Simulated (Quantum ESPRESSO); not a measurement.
# SrMn2As2: energy over the lowest against total spin moment, fitted and tested on a withheld row

System: SrMn2As2, 1 Sr, 2 Mn and 2 As in the cell, space group P-3m1. Cell as run: a = 4.076, b = 4.076, c = 7.351 Å, angles 90.0, 90.0, 120.0°, 5 atoms. From the study “E(M) of SrMn2As2”.

Method: LDA; plane waves with GBRV 1.5 LDA potentials (Quantum ESPRESSO 7.5). Settings shared by all rows: cutoff 544.23 eV, 8×8×4 k-mesh, fermi-dirac occupations, smearing width 0.05 eV. All runs start parallel; opposed orders may lie lower.

Computed values, one withheld:

| total spin moment (μB a cell) | energy over the lowest (meV a cell) |
| --- | --- |
| 0 | 799.6 |
| 0.888 | 746.5 |
| 1.775 | 600.8 |
| 2.663 | 390.3 |
| 3.55 | 184.9 |
| 4.438 | 45.5 |
| 5.2596 | 0.0 |
| 5.325 | 0.4 |
| 6.213 | ? |
| 7.1 | 216.9 |

Choose a law, fit it, and give the withheld energy over the lowest (total spin moment = 6.213 μB a cell).

**Law.** Time reversal makes the energy at fixed moment even in the moment, so it is expanded as a Landau series in M². In symbols, E = c0 + c2 M² + c4 M⁴ + c6 M⁶, with energy over the lowest in meV a cell.

**Fit.** Least squares on 9 rows gives c0 = 800.593, c2 = -70.235, c4 = 1.8945 and c6 = -0.0145.

| total spin moment (μB a cell) | computed | fit | computed − fit |
| --- | --- | --- | --- |
| 0 | 799.6 | 800.59 | -0.99 |
| 0.888 | 746.5 | 746.38 | 0.12 |
| 1.775 | 600.8 | 597.66 | 3.14 |
| 2.663 | 390.3 | 392.62 | -2.32 |
| 3.55 | 184.9 | 187.32 | -2.42 |
| 4.438 | 45.5 | 41.39 | 4.11 |
| 5.2596 | 0.0 | 0.48 | -0.48 |
| 5.325 | 0.4 | 1.71 | -1.31 |
| 7.1 | 216.9 | 216.84 | 0.06 |

The fit has a minimum at M = 5.17 μB a cell. Its quadratic term is negative, which makes M = 0 a maximum of the fitted curve.

**Prediction.** At total spin moment = 6.213 μB a cell the law predicts 78.34 meV a cell. The computed value is 60.7 meV a cell, 17.64 below the prediction. The row lies between fitted rows, so this is an interpolation. The miss is 8.3 times the rms residual of the fit, 2.13.

So the prediction fails: the law follows the fitted rows but not this one.

[Hosts, paths, dates, database ids (printed as entryN), source tags and the programs' standing remarks are cut or masked in the printed files.]

[Where a cell is said to come from a database of computed structures, the database is the Materials Project.]
